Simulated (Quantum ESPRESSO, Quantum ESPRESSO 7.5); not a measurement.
## Sc(0001), 4 layers: k-mesh convergence

Which setting serves for Sc(0001), 4 layers? The runs below step through one kind of setting.

Program: Quantum ESPRESSO 7.5. Level of theory: plane-wave DFT, PBE, GBRV ultrasoft pseudopotentials. Results are calculated unless marked as measured.

**1. Starting point**

The cell holds 4 atoms: 4 Sc. Cell: a = 3.310 Å, b = 3.310 Å, c = 23.914 Å, α = 90.0°, β = 90.0°, γ = 60.0°. It derives from Sc. Vacuum lies along c.

**2. Self-consistent run: 22×22×1 points**

The first run is the reference of the series.

The input, c0.in:

```
&control
  prefix = 'c0'
  outdir = './out'
  pseudo_dir = './pseudo'
  calculation = 'scf'
  tprnfor = .true.
/
&system
  ibrav = 0
  nat = 4
  ntyp = 1
  ecutwfc = 40
  ecutrho = 200
  occupations = 'smearing'
  smearing = 'mv'
  degauss = 0.02
  assume_isolated = 'esm'
  esm_bc = 'bc1'
/
&electrons
  conv_thr = 1e-07
  mixing_beta = 0.4
  electron_maxstep = 120
  mixing_mode = 'local-TF'
/
ATOMIC_SPECIES
  Sc  44.9559  sc_pbe_v1.uspp.F.UPF
CELL_PARAMETERS angstrom
  3.31000000000000 0.00000000000000 0.00000000000000
  1.65500000000000 2.86654408652649 0.00000000000000
  0.00000000000000 0.00000000000000 23.91421000000000
ATOMIC_POSITIONS crystal
  Sc  0.666666666700 0.666666666700 -0.165470864394
  Sc  0.000000000000 0.000000000000 -0.055156954798
  Sc  0.666666666700 0.666666666700 0.055156954798
  Sc  0.000000000000 0.000000000000 0.165470864394
K_POINTS automatic
  22 22 1 0 0 0
```

Launch:

```
$ OMP_NUM_THREADS=1 mpirun -n 4 pw.x -nk 4 -in c0.in > c0.out
```

Output:

```text
Program PWSCF v.7.5 starts
[citation notice left out]

     Parallel version (MPI & OpenMP), running on       4 processor cores
     Number of MPI processes:                 4
     Threads/MPI process:                     1

     MPI processes distributed on     1 nodes
[...]
Current dimensions of program PWSCF are:
     Max number of different atomic species (ntypx) = 10
     Max number of k-points (npk) =  40000
     Max angular momentum in pseudopotentials (lmaxx) =  4
     Message from routine setup:
     using ibrav=0 with symmetry is DISCOURAGED, use correct ibrav instead

     K-points division:     npool     =       4
     Subspace diagonalization in iterative solution of the eigenvalue problem:
     a serial algorithm will be used

     G-vector sticks info
     --------------------
     sticks:   dense  smooth     PW     G-vecs:    dense   smooth      PW
     Sum         547     433    139                73121    52477    9083

     Using Slab Decomposition

     bravais-lattice index     =            0
     lattice parameter (alat)  =       6.2550  a.u.
     unit-cell volume          =    1531.2259 (a.u.)^3
     number of atoms/cell      =            4
     number of atomic types    =            1
     number of electrons       =        44.00
     number of Kohn-Sham states=           26
     kinetic-energy cutoff     =      40.0000  Ry
     charge density cutoff     =     200.0000  Ry
     scf convergence threshold =      1.0E-07
     mixing beta               =       0.4000
     number of iterations used =            8  local-TF  mixing
     Exchange-correlation= SLA  PW   PBE  PBE
                           (   1   4   3   4   0   0   0)

     Effective Screening Medium Method
     =================================
     Boundary Conditions: Vacuum-Slab-Vacuum
     total charge in unit cell        =   0.0000
     grid points for fit at edges     =        4

     celldm(1)=   6.254993  celldm(2)=   0.000000  celldm(3)=   0.000000
     celldm(4)=   0.000000  celldm(5)=   0.000000  celldm(6)=   0.000000

     crystal axes: (cart. coord. in units of alat)
               a(1) = (   1.000000   0.000000   0.000000 )
               a(2) = (   0.500000   0.866025   0.000000 )
               a(3) = (   0.000000   0.000000   7.224837 )

     reciprocal axes: (cart. coord. in units 2 pi/alat)
               b(1) = (  1.000000 -0.577350  0.000000 )
               b(2) = (  0.000000  1.154701  0.000000 )
               b(3) = (  0.000000  0.000000  0.138411 )

     PseudoPot. # 1 for Sc read from file:
     ./pseudo/sc_pbe_v1.uspp.F.UPF
     Pseudo is Ultrasoft + core correction, Zval = 11.0
     Generated by new atomic code, or converted to UPF format
     Using radial grid of  849 points,  6 beta functions with:
                l(1) =   0
                l(2) =   0
                l(3) =   1
                l(4) =   1
                l(5) =   2
                l(6) =   2
     Q(r) pseudized with  6 coefficients,  rinner =    1.200   1.200   1.200
                                                       1.200   1.200

     atomic species   valence    mass     pseudopotential
     Sc               11.00    44.95590     Sc( 1.00)

     12 Sym. Ops., with inversion, found ( 6 have fractional translation)

   Cartesian axes

     site n.     atom                  positions (alat units)
         1        Sc     tau(   1) = (   1.0000000   0.5773503  -1.1955000  )
         2        Sc     tau(   2) = (   0.0000000   0.0000000  -0.3985000  )
         3        Sc     tau(   3) = (   1.0000000   0.5773503   0.3985000  )
         4        Sc     tau(   4) = (   0.0000000   0.0000000   1.1955000  )

     number of k points=    52  Marzari-Vanderbilt smearing, width (Ry)=  0.0200
                       cart. coord. in units 2pi/alat
        k(    1) = (   0.0000000   0.0000000   0.0000000), wk =   0.0041322
        k(    2) = (   0.0000000   0.0524864   0.0000000), wk =   0.0247934
        k(    3) = (   0.0000000   0.1049728   0.0000000), wk =   0.0247934
        k(    4) = (   0.0000000   0.1574592   0.0000000), wk =   0.0247934
        k(    5) = (   0.0000000   0.2099456   0.0000000), wk =   0.0247934
        k(    6) = (   0.0000000   0.2624319   0.0000000), wk =   0.0247934
        k(    7) = (   0.0000000   0.3149183   0.0000000), wk =   0.0247934
        k(    8) = (   0.0000000   0.3674047   0.0000000), wk =   0.0247934
        k(    9) = (   0.0000000   0.4198911   0.0000000), wk =   0.0247934
        k(   10) = (   0.0000000   0.4723775   0.0000000), wk =   0.0247934
[...]
k(   52) = (   0.3181818  -0.6035935   0.0000000), wk =   0.0247934

     Dense  grid:    73121 G-vectors     FFT dimensions: (  30,  30, 216)

     Smooth grid:    52477 G-vectors     FFT dimensions: (  27,  27, 192)

     Estimated max dynamical RAM per process >     143.50 MB

     Estimated total dynamical RAM >     520.43 MB

     Check: negative core charge=   -0.000003

     Initial potential from superposition of free atoms

     starting charge      43.9904, renormalised to      44.0000

     negative rho (up, down):  8.650E-04 0.000E+00
     Starting wfcs are   52 randomized atomic wfcs

     total cpu time spent up to now is        2.6 secs

     per-process dynamical memory:    81.6 Mb

     Self-consistent Calculation

     iteration #  1     ecut=    40.00 Ry     beta= 0.40
     Davidson diagonalization with overlap
     ethr =  1.00E-02,  avg # of iterations =  1.0

     negative rho (up, down):  2.272E-05 0.000E+00

     total cpu time spent up to now is        4.0 secs

     total energy              =    -377.17055624 Ry
     estimated scf accuracy    <       2.32551632 Ry

     iteration #  2     ecut=    40.00 Ry     beta= 0.40
[...]
negative rho (up, down):  4.748E-08 0.000E+00

[...]
total energy              =    -377.07503928 Ry
     estimated scf accuracy    <       1.10971988 Ry

     iteration #  3     ecut=    40.00 Ry     beta= 0.40
[...]
total energy              =    -377.09219445 Ry
     estimated scf accuracy    <       0.16742910 Ry

     iteration #  4     ecut=    40.00 Ry     beta= 0.40
[...]
c_bands:  1 eigenvalues not converged
     c_bands:  1 eigenvalues not converged
     c_bands:  2 eigenvalues not converged
[...]
total energy              =    -377.15505061 Ry
     estimated scf accuracy    <       0.20125740 Ry

[...]
total energy              =    -377.19099651 Ry
     estimated scf accuracy    <       0.08873633 Ry

     iteration #  8     ecut=    40.00 Ry     beta= 0.40
[...]
negative rho (up, down):  5.360E-07 0.000E+00

[...]
total energy              =    -377.19415958 Ry
     estimated scf accuracy    <       0.09882236 Ry

     iteration #  9     ecut=    40.00 Ry     beta= 0.40
[...]
negative rho (up, down):  1.695E-03 0.000E+00

[...]
total energy              =    -377.19172480 Ry
     estimated scf accuracy    <       0.15064219 Ry

     iteration # 10     ecut=    40.00 Ry     beta= 0.40
[...]
negative rho (up, down):  2.530E-03 0.000E+00

[...]
total energy              =    -377.18862945 Ry
     estimated scf accuracy    <       0.11459744 Ry

     iteration # 11     ecut=    40.00 Ry     beta= 0.40
[...]
negative rho (up, down):  2.196E-03 0.000E+00

[...]
total energy              =    -377.18856882 Ry
     estimated scf accuracy    <       0.02441507 Ry

     iteration # 12     ecut=    40.00 Ry     beta= 0.40
[...]
negative rho (up, down):  2.280E-04 0.000E+00

[...]
total energy              =    -377.18494335 Ry
     estimated scf accuracy    <       0.01348540 Ry

     iteration # 13     ecut=    40.00 Ry     beta= 0.40
[...]
c_bands:  1 eigenvalues not converged
[...]
negative rho (up, down):  3.133E-03 0.000E+00

[...]
total energy              =    -377.18419192 Ry
     estimated scf accuracy    <       0.02198246 Ry

     iteration # 14     ecut=    40.00 Ry     beta= 0.40
[...]
negative rho (up, down):  1.503E-03 0.000E+00

[...]
total energy              =    -377.18448322 Ry
     estimated scf accuracy    <       0.00736649 Ry

[...]
iteration # 22     ecut=    40.00 Ry     beta= 0.40
[...]
c_bands:  1 eigenvalues not converged
[...]
negative rho (up, down):  7.775E-04 0.000E+00

[...]
total energy              =    -377.18338748 Ry
     estimated scf accuracy    <       0.00002760 Ry

     iteration # 23     ecut=    40.00 Ry     beta= 0.40
[...]
c_bands:  1 eigenvalues not converged
     c_bands:  2 eigenvalues not converged
     c_bands:  2 eigenvalues not converged
[...]
negative rho (up, down):  7.068E-04 0.000E+00

[...]
total energy              =    -377.18342246 Ry
     estimated scf accuracy    <       0.00000619 Ry

     iteration # 24     ecut=    40.00 Ry     beta= 0.40
[...]
negative rho (up, down):  7.152E-04 0.000E+00

[...]
total energy              =    -377.18343543 Ry
     estimated scf accuracy    <       0.00002993 Ry

     iteration # 25     ecut=    40.00 Ry     beta= 0.40
[...]
negative rho (up, down):  7.158E-04 0.000E+00

[...]
total energy              =    -377.18342061 Ry
     estimated scf accuracy    <       0.00000112 Ry

     iteration # 26     ecut=    40.00 Ry     beta= 0.40
[...]
c_bands:  1 eigenvalues not converged
[...]
negative rho (up, down):  7.140E-04 0.000E+00

[...]
total energy              =    -377.18342939 Ry
     estimated scf accuracy    <       0.00000119 Ry

     iteration # 27     ecut=    40.00 Ry     beta= 0.40
[...]
negative rho (up, down):  7.414E-04 0.000E+00

[...]
total energy              =    -377.18342826 Ry
     estimated scf accuracy    <       0.00000010 Ry

     iteration # 28     ecut=    40.00 Ry     beta= 0.40
[...]
c_bands:  1 eigenvalues not converged
     c_bands:  1 eigenvalues not converged
     c_bands:  1 eigenvalues not converged
     c_bands:  1 eigenvalues not converged
[...]
negative rho (up, down):  7.334E-04 0.000E+00

[...]
total energy              =    -377.18342845 Ry
     estimated scf accuracy    <       0.00000015 Ry

     iteration # 29     ecut=    40.00 Ry     beta= 0.40
[...]
negative rho (up, down):  7.301E-04 0.000E+00

[...]
End of self-consistent calculation

          k = 0.0000 0.0000 0.0000 (  6559 PWs)   bands (ev):

   -53.4601 -53.4600 -53.0167 -52.9863 -32.1688 -32.1627 -31.9099 -31.9099
   -31.9099 -31.9099 -31.7231 -31.5326 -31.4892 -31.4892 -31.4610 -31.4610
    -8.4168  -7.7379  -6.7286  -5.6753  -3.5263  -3.5026  -3.1102  -2.6683
    -2.1046  -2.0330

          k = 0.0000 0.0525 0.0000 (  6565 PWs)   bands (ev):

   -53.4594 -53.4594 -53.0159 -52.9858 -32.1677 -32.1618 -31.9156 -31.9154
   -31.9112 -31.9112 -31.7218 -31.5341 -31.4930 -31.4907 -31.4660 -31.4620
    -8.3721  -7.6945  -6.6868  -5.6353  -3.5206  -3.4973  -3.1319  -2.6738
    -2.2615  -2.2567

          k = 0.0000 0.1050 0.0000 (  6565 PWs)   bands (ev):

   -53.4575 -53.4574 -53.0135 -52.9843 -32.1646 -32.1593 -31.9320 -31.9314
   -31.9149 -31.9148 -31.7184 -31.5401 -31.5029 -31.4950 -31.4806 -31.4649
    -8.2396  -7.5657  -6.5633  -5.5180  -3.5096  -3.4921  -3.1835  -2.6844
    -2.3968  -2.3787

          k = 0.0000 0.1575 0.0000 (  6561 PWs)   bands (ev):

   -53.4544 -53.4544 -53.0099 -52.9819 -32.1596 -32.1553 -31.9574 -31.9565
   -31.9207 -31.9206 -31.7134 -31.5550 -31.5137 -31.5026 -31.5017 -31.4695
    -8.0232  -7.3564  -6.3644  -5.3320  -3.5214  -3.5059  -3.2295  -2.6865
    -2.5733  -2.5397

          k = 0.0000 0.2099 0.0000 (  6537 PWs)   bands (ev):

   -53.4505 -53.4504 -53.0051 -52.9790 -32.1533 -32.1503 -31.9897 -31.9884
   -31.9281 -31.9280 -31.7079 -31.5805 -31.5319 -31.5191 -31.5103 -31.4755
    -7.7299  -7.0751  -6.1015  -5.0931  -3.6005  -3.5279  -3.2547  -2.7927
    -2.7315  -2.6467

          k = 0.0000 0.2624 0.0000 (  6537 PWs)   bands (ev):

   -53.4459 -53.4459 -52.9995 -52.9757 -32.1463 -32.1446 -32.0259 -32.0245
   -31.9366 -31.9365 -31.7035 -31.6128 -31.5607 -31.5248 -31.5199 -31.4825
    -7.3699  -6.7350  -5.7933  -4.8286  -3.7061  -3.5747  -3.2927  -2.9952
    -2.9249  -2.6232

[...]
the Fermi energy is    -3.5802 ev

!    total energy              =    -377.18342844 Ry
     estimated scf accuracy    <       0.00000004 Ry
     smearing contrib. (-TS)   =      -0.00518131 Ry
     internal energy E=F+TS    =    -377.17824714 Ry

     The total energy is F=E-TS. E is the sum of the following terms:
     one-electron contribution =    4507.73134039 Ry
     hartree contribution      =   -2267.55962860 Ry
     xc contribution           =     -53.11579975 Ry
     ewald contribution        =   -2564.23415918 Ry

     convergence has been achieved in  29 iterations

     negative rho (up, down):  7.301E-04 0.000E+00

     Forces acting on atoms (cartesian axes, Ry/au):

     atom    1 type  1   force =     0.00000000    0.00000000    0.00976556
     atom    2 type  1   force =     0.00000000   -0.00000000   -0.00767428
     atom    3 type  1   force =     0.00000000    0.00000000    0.00767428
     atom    4 type  1   force =     0.00000000   -0.00000000   -0.00976556

     Total force =     0.017565     Total SCF correction =     0.000994

[...]
=------------------------------------------------------------------------------=
   JOB DONE.
=------------------------------------------------------------------------------=
[...]
```

Run time: 65 s. Hardware: 4 MPI ranks of AMD EPYC 9R45, shared host; peak memory 0.56 GiB.

Read from the output:

| Property | Result |
| --- | --- |
| free energy | -5131.8420 eV |
| Fermi energy | -3.580 eV |
| vacuum line at the lower end of the cell, over the Fermi level | 3.580 eV |
| vacuum line at the upper end of the cell, over the Fermi level | 3.580 eV |

Electrostatic potential energy of an electron; zero at the Fermi level. Potential energy, planar mean against z:

| z (Å) | potential energy, planar mean (eV) |
| --- | --- |
| -11.5 | 3.58 |
| -11.0 | 3.58 |
| -10.5 | 3.58 |
| -10.0 | 3.58 |
| -9.5 | 3.58 |
| -9.0 | 3.58 |
| -8.5 | 3.58 |
| -8.0 | 3.57 |
| -7.5 | 3.55 |
| -7.0 | 3.49 |
| -6.5 | 3.34 |
| -6.0 | 2.91 |
| -5.5 | 1.82 |
| -5.0 | -0.761 |
| -4.5 | -7.27 |
| -4.0 | -12.8 |
| -3.5 | -7.95 |
| -3.0 | -0.557 |
| -2.5 | 0.702 |
| -2.0 | -4.07 |
| -1.5 | -11.5 |
| -1.0 | -9.91 |
| -0.5 | -2.27 |
| 0.0 | 0.793 |
| 0.5 | -2.27 |
| 1.0 | -9.91 |
| 1.5 | -11.5 |
| 2.0 | -4.07 |
| 2.5 | 0.702 |
| 3.0 | -0.557 |
| 3.5 | -7.95 |
| 4.0 | -12.8 |
| 4.5 | -7.27 |
| 5.0 | -0.761 |
| 5.5 | 1.82 |
| 6.0 | 2.91 |
| 6.5 | 3.34 |
| 7.0 | 3.49 |
| 7.5 | 3.55 |
| 8.0 | 3.57 |
| 8.5 | 3.58 |
| 9.0 | 3.58 |
| 9.5 | 3.58 |
| 10.0 | 3.58 |
| 10.5 | 3.58 |
| 11.0 | 3.58 |
| 11.5 | 3.58 |

The program's own clock; routines nest. Time by routine:

| routine | wall time (s) | calls |
| --- | --- | --- |
| PWSCF | 63.98 | 1 |
| electrons | 61.08 | 1 |
| c_bands | 48.7 | 29 |
| cegterg | 35.76 | 377 |
| h_psi | 27.91 | 2652 |
| fftw | 25.43 | 64782 |
| vloc_psi | 23.51 | 2652 |
| sum_band | 6.65 | 29 |
| mix_rho | 3.38 | 29 |
| calbec | 2.9 | 3081 |
| init_run | 2.59 | 1 |
| ffts | 2.37 | 3293 |
| h_psi:calbec | 2.2 | 2652 |
| add_vuspsi | 2.07 | 2652 |

The vacuum levels are read from the outermost 0.7 Å of the cell on either side.

The run needed 29 iterations to bring the estimated error under 1e-07 Ry; the largest force on any atom, held or free, is 0.25 eV/Å.

Inside the slab this potential holds the local part of the pseudopotentials, which can be repulsive at the nuclei; only its value in the vacuum has a meaning of its own.

**3. Ground state: 16×16×1 points**

c1.in is the input of step 2 with these lines changed:

```diff
@@ -1,3 +1,3 @@
 &control
-  prefix = 'c0'
+  prefix = 'c1'
   outdir = './out'
@@ -37,2 +37,2 @@
 K_POINTS automatic
-  22 22 1 0 0 0
+  16 16 1 0 0 0
```

Launch:

```
$ OMP_NUM_THREADS=1 mpirun -n 4 pw.x -nk 4 -in c1.in > c1.out
```

Output:

```text
[banner, memory and clock lines left out]
Program PWSCF v.7.5 starts
[...]
Message from routine setup:
[...]
number of electrons       =        44.00
     number of Kohn-Sham states=           26
     kinetic-energy cutoff     =      40.0000  Ry
     charge density cutoff     =     200.0000  Ry
[...]
number of k points=    30  Marzari-Vanderbilt smearing, width (Ry)=  0.0200
[...]
Dense  grid:    73121 G-vectors     FFT dimensions: (  30,  30, 216)
[...]
negative rho (up, down):  8.650E-04 0.000E+00
     Starting wfcs are   52 randomized atomic wfcs
[...]
negative rho (up, down):  2.257E-05 0.000E+00
[...]
estimated scf accuracy    <       2.32743235 Ry
[...]
negative rho (up, down):  3.179E-08 0.000E+00
[...]
estimated scf accuracy    <       1.10720955 Ry
[...]
estimated scf accuracy    <       0.16714425 Ry
[...]
estimated scf accuracy    <       0.17549607 Ry
[...]
estimated scf accuracy    <       0.02267537 Ry
[...]
estimated scf accuracy    <       0.03498555 Ry
[...]
estimated scf accuracy    <       0.08087464 Ry
[...]
negative rho (up, down):  3.193E-08 0.000E+00
[...]
estimated scf accuracy    <       0.08360901 Ry
[...]
negative rho (up, down):  1.986E-05 0.000E+00
[...]
estimated scf accuracy    <       0.19952338 Ry
[...]
negative rho (up, down):  3.173E-04 0.000E+00
[...]
estimated scf accuracy    <       0.24481407 Ry
[...]
negative rho (up, down):  2.412E-03 0.000E+00
[...]
estimated scf accuracy    <       0.10856808 Ry
[...]
negative rho (up, down):  1.577E-03 0.000E+00
[...]
estimated scf accuracy    <       0.09671126 Ry
[...]
negative rho (up, down):  4.220E-03 0.000E+00
[...]
estimated scf accuracy    <       0.03646067 Ry
[...]
negative rho (up, down):  2.973E-03 0.000E+00
[...]
estimated scf accuracy    <       0.04082260 Ry
[...]
negative rho (up, down):  2.032E-04 0.000E+00
[...]
estimated scf accuracy    <       0.01937547 Ry
[...]
negative rho (up, down):  1.201E-04 0.000E+00
[...]
estimated scf accuracy    <       0.00671523 Ry
[...]
negative rho (up, down):  3.430E-04 0.000E+00
[...]
estimated scf accuracy    <       0.00055531 Ry
[...]
negative rho (up, down):  2.869E-04 0.000E+00
[...]
estimated scf accuracy    <       0.00184372 Ry
[...]
negative rho (up, down):  3.250E-04 0.000E+00
[...]
estimated scf accuracy    <       0.00082970 Ry
[...]
negative rho (up, down):  7.882E-04 0.000E+00
[...]
estimated scf accuracy    <       0.00013935 Ry
[...]
negative rho (up, down):  6.089E-04 0.000E+00
[...]
estimated scf accuracy    <       0.00001030 Ry
[...]
negative rho (up, down):  6.457E-04 0.000E+00
[...]
estimated scf accuracy    <       0.00000446 Ry
[...]
negative rho (up, down):  6.513E-04 0.000E+00
[...]
estimated scf accuracy    <       0.00000626 Ry
[...]
negative rho (up, down):  7.120E-04 0.000E+00
[...]
estimated scf accuracy    <       0.00000150 Ry
[...]
negative rho (up, down):  7.073E-04 0.000E+00
[...]
estimated scf accuracy    <       0.00000262 Ry
[...]
negative rho (up, down):  6.987E-04 0.000E+00
[...]
estimated scf accuracy    <       0.00000109 Ry
[...]
negative rho (up, down):  7.305E-04 0.000E+00
[...]
the Fermi energy is    -3.5833 ev
!    total energy              =    -377.18342804 Ry
     estimated scf accuracy    <       0.00000008 Ry
     smearing contrib. (-TS)   =      -0.00517955 Ry
     internal energy E=F+TS    =    -377.17824850 Ry
[...]
one-electron contribution =    4507.75948906 Ry
     hartree contribution      =   -2267.58782421 Ry
     xc contribution           =     -53.11575417 Ry
     ewald contribution        =   -2564.23415918 Ry
     convergence has been achieved in  27 iterations
     negative rho (up, down):  7.305E-04 0.000E+00
[...]
Total force =     0.017896     Total SCF correction =     0.001839
[...]
```

The job ended after 39 s (4 MPI ranks; peak memory 0.62 GiB).

This step gave:

| Quantity | Value |
| --- | --- |
| Fermi energy | -3.583 eV |
| vacuum line at the lower end of the cell, over the Fermi level | 3.583 eV |
| vacuum line at the upper end of the cell, over the Fermi level | 3.583 eV |

The program's own clock; routines nest. Time by routine:

| routine | wall time (s) | calls |
| --- | --- | --- |
| PWSCF | 38.23 | 1 |
| electrons | 35.77 | 1 |
| c_bands | 26.17 | 27 |
| cegterg | 20.37 | 217 |
| h_psi | 16.13 | 1429 |
| fftw | 14.72 | 37444 |
| vloc_psi | 13.66 | 1429 |
| sum_band | 4.22 | 27 |
| mix_rho | 3.19 | 27 |
| ffts | 2.24 | 3017 |
| init_run | 2.2 | 1 |
| calbec | 1.64 | 1677 |
| h_psi:calbec | 1.24 | 1429 |
| newd | 1.19 | 28 |

Counted from each run's own zero (the Fermi level), the vacuum level differs from the first run's by +3 meV.

[end of part 1 of 3]

[Logs are printed without paths, hosts, clocks, repeated set-up lines and the standing remarks that a program may print on its own settings, such as how far it seeks lower states.]

[Hosts, paths, dates, database ids (printed as entryN), source tags and the programs' standing remarks are cut or masked in the printed files.]

[Maps of the electrostatic potential energy from Ansatz leave out the sawtooth potential of an applied field or a dipole correction, so their vacuum need not be flat; planar profiles and work functions include it.]
